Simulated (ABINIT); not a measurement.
## A GW chain in ABINIT: Ga2O3 (R-3c)

How does a plane-wave GW calculation on Ga2O3 (R-3c) run from the first input to the gap?

Program: ABINIT 10.8.3. Level of theory: PBE and many-body steps on it, plane waves. Results are calculated unless marked as measured.

**What was measured.**

- Gap 5.6 eV: direct band-to-band gap from Tauc plot; UV-Vis absorption, Tauc plot; film (163 nm mist CVD film on c-plane sapphire) on Al2O3 (sapphire) (“Optical properties of mist CVD grown alpha-Ga2O3”, 2019, arxiv:1907.13072).

- Gap 5.3 eV: optical direct gap from Tauc plot, alpha-phase dominant buffer stack; UV-Vis transmittance, Tauc plot; film (as-grown alpha-(Al0.3Ga0.7)2O3/alpha-Ga2O3 double layer on c-plane sapphire, mist CVD, slight kappa admixture) on Al2O3 (“Controlled Crystallinity of a Sn-Doped α-Ga2O3 Epilayer Using Rapidly Annealed Double Buffer Layers”, 2024, pmc:10818942).

- Gap 5.04 eV: direct optical gap from Tauc plot; UV-vis transmittance, Tauc plot; film on Al2O3 (“Ti Alloyed α-Ga2O3: Route towards Wide Band Gap Engineering”, 2020, pmc:7766553).

- Gap 5.62 ± 0.02 eV: lowest direct band-to-band transition E0, E parallel to c (M1-type CP); abstract instead prints 5.44 eV, which Table III gives as the exciton energy; generalized spectroscopic ellipsometry, critical-point model; 300 K; film (51.8 nm PAMBE film, fully lattice-relaxed) on m-plane Al2O3 (“Anisotropic dielectric functions, band-to-band transitions, and critical points in alpha-Ga2O3”, 2021, arxiv:2101.06595).

- Gap 5.15 eV: optical gap from Tauc plot assuming direct gap; lower end of the 5.15-5.20 eV range for alpha-phase films; UV-vis transmittance/reflectance, Tauc plot; film on c-plane sapphire (“Low temperature growth and optical properties of alpha-Ga2O3 deposited on sapphire by plasma enhanced atomic layer deposition”, 2019, arxiv:1908.06914).

This is a selection; 2 further reports are not listed.

## Step 1: Set-up

The structure is trigonal, space group R-3c (No. 167). Conventional cell: a = 4.997 Å, b = 4.997 Å, c = 13.451 Å, α = 90.00°, β = 90.00°, γ = 120.00°. Nearest to Ga lie 6 O at 1.93 to 2.08 Å. Nearest to O lie 4 Ga at 1.93 to 2.08 Å. Farther neighbours and most contacts between anions are not listed.

The cell and positions are those that the Materials Project relaxed with its own functionals (PBE, PBE+U or r2SCAN), kept fixed. This is not the form that Ga2O3 usually takes at ambient conditions.

## Step 2: Ground state

This step: ABINIT 10.8.3; DFT, PBE, plane waves, norm-conserving pseudopotentials.

The ground-state density comes first.

Contents of run.abi:

```
acell 3*1.0 Angstrom
rprim 
  2.498699193881 1.442624652211 4.483549768500
  -2.498699193881 1.442624652211 4.483549768500
  0.000000000000 -2.885249304422 4.483549768500
ntypat 2
znucl 31 8
natom 10
typat 1 1 1 1 2 2 2 2 2 2
xred 
  0.855585580000 0.855585580000 0.855585580000
  0.644414420000 0.644414420000 0.644414420000
  0.144414420000 0.144414420000 0.144414420000
  0.355585580000 0.355585580000 0.355585580000
  0.750000000000 0.446832820000 0.053167180000
  0.446832820000 0.053167180000 0.750000000000
  0.053167180000 0.750000000000 0.446832820000
  0.250000000000 0.553167180000 0.946832820000
  0.946832820000 0.250000000000 0.553167180000
  0.553167180000 0.946832820000 0.250000000000
pp_dirpath "pseudos"
pseudos "Ga.upf, O.upf"
ecut 45
ngkpt 4 4 4
nshiftk 1
shiftk 0 0 0
kptopt 1
chksymbreak 0
nband 69
occopt 1
tolvrs 1e-08
nstep 60
prtwf 0
optforces 0
optstress 0
indata_prefix "in"
outdata_prefix "out"
tmpdata_prefix "tmp"
```

Command:

```sh
OMP_NUM_THREADS=1 mpirun -n 4 abinit run.abi > log
```

Numbers of over 12 decimals in the logs are rounded to 6 here.

The program printed:

```text
.Version 10.8.3 of ABINIT. v10.8.2 released Aug 2026.

 Symmetries : space group R-3 c (#167); Bravais hR (rhombohedral)
================================================================================
 Values of the parameters that define the memory need of the present run
     intxc =       0    ionmov =       0      iscf =       7    lmnmax =       6
     lnmax =       6     mgfft =      64  mpssoang =       3    mqgrid =    3001
     natom =      10  nloc_mem =       1    nspden =       1   nspinor =       1
    nsppol =       1      nsym =      12    n1xccc =    2501    ntypat =       2
    occopt =       1   xclevel =       2
-    mband =          69        mffmem =           1         mkmem =           4
       mpw =        9445          nfft =      262144          nkpt =          13
================================================================================
  Rough estimation (10% accuracy) of disk space for files :
================================================================================

--------------------------------------------------------------------------------
------------- Echo of variables that govern the present computation ------------
--------------------------------------------------------------------------------
 -outvars: echo values of preprocessed input variables --------
            acell      1.8897261259E+00  1.8897261259E+00  1.8897261259E+00 Bohr

      chksymbreak           0
             ecut      4.50000000E+01 Hartree
-          fftalg         312

              ixc     -101130
              kpt      0.00000000E+00  0.00000000E+00  0.00000000E+00
                       2.50000000E-01  0.00000000E+00  0.00000000E+00
                       5.00000000E-01  0.00000000E+00  0.00000000E+00
                       2.50000000E-01  2.50000000E-01  0.00000000E+00
                       5.00000000E-01  2.50000000E-01  0.00000000E+00
                      -2.50000000E-01  2.50000000E-01  0.00000000E+00
                       5.00000000E-01  5.00000000E-01  0.00000000E+00
                       2.50000000E-01  2.50000000E-01  2.50000000E-01
                       5.00000000E-01  2.50000000E-01  2.50000000E-01
                      -2.50000000E-01  2.50000000E-01  2.50000000E-01
                       5.00000000E-01  5.00000000E-01  2.50000000E-01
[...]
kptrlatt        4    0    0      0    4    0      0    0    4
          kptrlen      3.77748572E+01
P           mkmem           4
            natom          10
            nband          69
            ngfft          64      64      64
             nkpt          13
            nstep          60
             nsym          12
           ntypat           2
              occ      2.000000  2.000000  2.000000  2.000000  2.000000  2.000000
                       2.000000  2.000000  2.000000  2.000000  2.000000  2.000000
                       2.000000  2.000000  2.000000  2.000000  2.000000  2.000000
                       2.000000  2.000000  2.000000  2.000000  2.000000  2.000000
                       2.000000  2.000000  2.000000  2.000000  2.000000  2.000000
                       2.000000  2.000000  2.000000  2.000000  2.000000  2.000000
                       2.000000  2.000000  2.000000  2.000000  2.000000  2.000000
                       2.000000  2.000000  2.000000  2.000000  2.000000  2.000000
                       2.000000  2.000000  2.000000  2.000000  2.000000  2.000000
                       2.000000  2.000000  2.000000  2.000000  2.000000  2.000000
                       0.000000  0.000000  0.000000  0.000000  0.000000  0.000000
[...]
optforces           0
        optstress           0
            prtwf           0
            rprim      2.4986991939E+00  1.4426246522E+00  4.4835497685E+00
[...]
spgroup         167

           tolvrs      1.00000000E-08

             xred      8.5558558000E-01  8.5558558000E-01  8.5558558000E-01
[...]
znucl       31.00000    8.00000

================================================================================

 chkinp: Checking input parameters for consistency.

================================================================================
== DATASET  1 ==================================================================
-   mpi_nproc: 4, omp_nthreads: 1 (-1 if OMP is not activated)

--- !DatasetInfo
iteration_state: {dtset: 1, }
dimensions: {natom: 10, nkpt: 13, mband: 69, nsppol: 1, nspinor: 1, nspden: 1, mpw: 9445, }
cutoff_energies: {ecut:  45.0, pawecutdg:  -1.0, }
electrons: {nelect:   1.20000000E+02, charge:   0.00000000E+00, occopt:   1.00000000E+00, tsmear:   1.00000000E-02, }

 Real(R)+Recip(G) space primitive vectors, cartesian coordinates (Bohr,Bohr^-1):
 R(1)=  4.7218571  2.7261655  8.4726811  G(1)=  0.1058905  0.0611359  0.0393421
 R(2)= -4.7218571  2.7261655  8.4726811  G(2)= -0.1058905  0.0611359  0.0393421
 R(3)=  0.0000000 -5.4523310  8.4726811  G(3)=  0.0000000 -0.1222719  0.0393421
 Unit cell volume ucvol=  6.5439078E+02 bohr^3
 Angles (23,13,12)=  5.58935053E+01  5.58935053E+01  5.58935053E+01 degrees

 getcut: wavevector=  0.0000  0.0000  0.0000  ngfft=  64  64  64
         ecut(hartree)=     45.000   => boxcut(ratio)=   2.10352

--- Pseudopotential description ------------------------------------------------
[...]
2   -1.331955
 pspatm: atomic psp has been read  and splines computed

   1.49327161E+04                                ecore*ucvol(ha*bohr**3)
--------------------------------------------------------------------------------

_setup2: Arith. and geom. avg. npw (full set) are    9435.203    9435.198

================================================================================

--- !BeginCycle
iteration_state: {dtset: 1, }
solver: {iscf: 7, nstep: 60, nline: 4, wfoptalg: 0, }
tolerances: {tolvrs: 1.00E-08, }

     iter   Etot(hartree)      deltaE(h)  residm     vres2
 ETOT  1  -1085.9762733929    -1.086E+03 6.621E-01 9.391E+03
 ETOT  2  -1090.2692442903    -4.293E+00 3.297E-02 1.651E+04
 ETOT  3  -1092.8437170267    -2.574E+00 2.454E-02 5.151E+02
 ETOT  4  -1092.8754111003    -3.169E-02 3.178E-02 3.301E+02
 ETOT  5  -1092.9011962471    -2.579E-02 2.295E-03 7.688E+01
 ETOT  6  -1092.9107240313    -9.528E-03 1.638E-03 1.525E+00
 ETOT  7  -1092.9108547547    -1.307E-04 6.088E-04 4.595E-01
 ETOT  8  -1092.9109134790    -5.872E-05 8.460E-04 1.724E-03
 ETOT  9  -1092.9109137587    -2.797E-07 3.513E-04 1.887E-05
 ETOT 10  -1092.9109137621    -3.379E-09 4.279E-04 3.038E-07
 ETOT 11  -1092.9109137621    -5.684E-11 1.821E-04 4.927E-09

 At SCF step   11       vres2   =  4.93E-09 < tolvrs=  1.00E-08 =>converged.

--- !ResultsGS
iteration_state: {dtset: 1, }
comment   : Summary of ground state results
lattice_vectors:
- [  4.7218571,   2.7261655,   8.4726811, ]
- [ -4.7218571,   2.7261655,   8.4726811, ]
- [  0.0000000,  -5.4523310,   8.4726811, ]
lattice_lengths: [  10.07543,   10.07543,   10.07543, ]
lattice_angles: [ 55.894,  55.894,  55.894, ] # degrees, (23, 13, 12)
lattice_volume:   6.5439078E+02
convergence: {deltae: -5.684E-11, res2:  4.927E-09, residm:  1.821E-04, diffor:  0.000E+00, }
etotal    :  -1.09291091E+03
entropy   :   0.00000000E+00
fermie    :   2.13395308E-01
cartesian_stress_tensor: null
pressure_GPa: null
xred      :
- [  8.5559E-01,   8.5559E-01,   8.5559E-01, Ga]
- [  6.4441E-01,   6.4441E-01,   6.4441E-01, Ga]
- [  1.4441E-01,   1.4441E-01,   1.4441E-01, Ga]
- [  3.5559E-01,   3.5559E-01,   3.5559E-01, Ga]
- [  7.5000E-01,   4.4683E-01,   5.3167E-02,  O]
- [  4.4683E-01,   5.3167E-02,   7.5000E-01,  O]
- [  5.3167E-02,   7.5000E-01,   4.4683E-01,  O]
- [  2.5000E-01,   5.5317E-01,   9.4683E-01,  O]
- [  9.4683E-01,   2.5000E-01,   5.5317E-01,  O]
- [  5.5317E-01,   9.4683E-01,   2.5000E-01,  O]
cartesian_forces: null
force_length_stats: {min: null, max: null, mean: null, }

 Integrated electronic density in atomic spheres:
 ------------------------------------------------
 Atom  Sphere_radius  Integrated_density
[...]
================================================================================

 ----iterations are completed or convergence reached----

 Mean square residual over all n,k,spin=   40.825E-08; max=  18.206E-05
 reduced coordinates (array xred) for   10 atoms
[...]
0.446832820000      0.053167180000      0.750000000000
       0.053167180000      0.750000000000      0.446832820000
       0.250000000000      0.553167180000      0.946832820000
       0.946832820000      0.250000000000      0.553167180000
       0.553167180000      0.946832820000      0.250000000000
 rms dE/dt=  0.0000E+00; max dE/dt=  0.0000E+00; dE/dt below (all hartree)
    1       0.000000000000      0.000000000000      0.000000000000
    2       0.000000000000      0.000000000000      0.000000000000
    3       0.000000000000      0.000000000000      0.000000000000
    4       0.000000000000      0.000000000000      0.000000000000
    5       0.000000000000      0.000000000000      0.000000000000
    6       0.000000000000      0.000000000000      0.000000000000
    7       0.000000000000      0.000000000000      0.000000000000
    8       0.000000000000      0.000000000000      0.000000000000
    9       0.000000000000      0.000000000000      0.000000000000
   10       0.000000000000      0.000000000000      0.000000000000

 cartesian coordinates (angstrom) at end:
[...]
6      0.983652    -1.442625     5.604437
    7     -1.741176    -0.130555     5.604437
    8     -0.757524    -1.573180     7.846212
    9      1.741176     0.130555     7.846212
   10     -0.983652     1.442625     7.846212
 length scales=  1.889726125908  1.889726125908  1.889726125908 bohr
              =  1.000000000000  1.000000000000  1.000000000000 angstroms
 prteigrs : about to open file out_EIG
 Fermi (or HOMO) energy (hartree) =   0.21340   Average Vxc (hartree)=  -0.44931
 Eigenvalues (hartree) for nkpt=  13  k points:
 kpt#   1, nband= 69, wtk=  0.01563, kpt=  0.0000  0.0000  0.0000 (reduced coord)
  -4.98583   -4.98583   -4.98583   -4.98582   -3.17356   -3.17356   -3.17354   -3.17340
  -3.17273   -3.17273   -3.17271   -3.17271   -3.17260   -3.17260   -3.17260   -3.17260
  -0.48012   -0.40802   -0.40802   -0.40603   -0.40556   -0.40556   -0.25594   -0.25594
  -0.25273   -0.25273   -0.25025   -0.24926   -0.24782   -0.24782   -0.24618   -0.24618
  -0.24434   -0.24434   -0.24181   -0.24181   -0.24175   -0.24158   -0.23220   -0.23220
  -0.20982   -0.20982   -0.04893   -0.02394    0.02261    0.02261    0.05977    0.07053
   0.08382    0.08382    0.09496    0.17761    0.17761    0.19533    0.19533    0.20292
   0.20310    0.20310    0.20569    0.20569    0.31838    0.46001    0.46610    0.54100
   0.58939    0.58939    0.59258    0.61808    0.62581
 prteigrs : prtvol=0 or 1, do not print more k-points.

--- !EnergyTerms
iteration_state     : {dtset: 1, }
comment             : Components of total free energy in Hartree
kinetic             :  5.51360939735932E+02
hartree             :  4.08394109945067E+02
xc                  : -1.29158394276801E+02
Ewald energy        : -5.95982657166164E+02
psp_core            :  2.28192641697130E+01
local_psp           : -1.09592912371480E+03
non_local_psp       : -2.54415052455053E+02
total_energy        : -1.09291091376211E+03
total_energy_eV     : -2.97396210068288E+04
band_energy         : -1.26579496363132E+02

== END DATASET(S) ==============================================================
================================================================================

 -outvars: echo values of variables after computation  --------
           etotal     -1.0929109138E+03
            nband          69
             nkpt          13
          spgroup         167
 [... the other variables as echoed above ...]

 Calculation completed.
```

Elapsed: 2.7 min, on 4 MPI ranks of Arm Neoverse V1, shared host; peak memory 0.68 GiB; 11 min of CPU time.

Numbers from this step:

* total energy: -29739.6210 eV
* gap: 2.857 eV
* k of the valence top: 0.25, 0, 0
* k of the conduction bottom: 0, 0, 0
* least direct gap: 3.066 eV

The gap is indirect, with the least direct gap 0.21 eV higher.

[end of part 1 of 3]

[Paths, hosts, dates, memory and timing lines, banners, echoed tables and standing remarks are left out of the program output.]

[Logs are printed without paths, hosts, clocks, repeated set-up lines and the standing remarks that a program may print on its own settings, such as how far it seeks lower states.]

[Runs of the session that timed out or met a known fault of the program may be left out.]

[No measured gap is set beside runs whose start may be inverted or whose files or cutoffs have a known fault.]

[Hosts, paths, dates, database ids (printed as entryN), source tags and the programs' standing remarks are cut or masked in the printed files.]

[G0W0 gaps are taken among the corrected bands and points alone; a level outside them can change the order at an edge.]

[Where Ansatz stands beside ABINIT at settings called matched, ABINIT's density can come from a denser mesh and the files from another edition; pairs whose starting gaps differed by over 0.03 eV were left out, so agreement reads better than it is.]
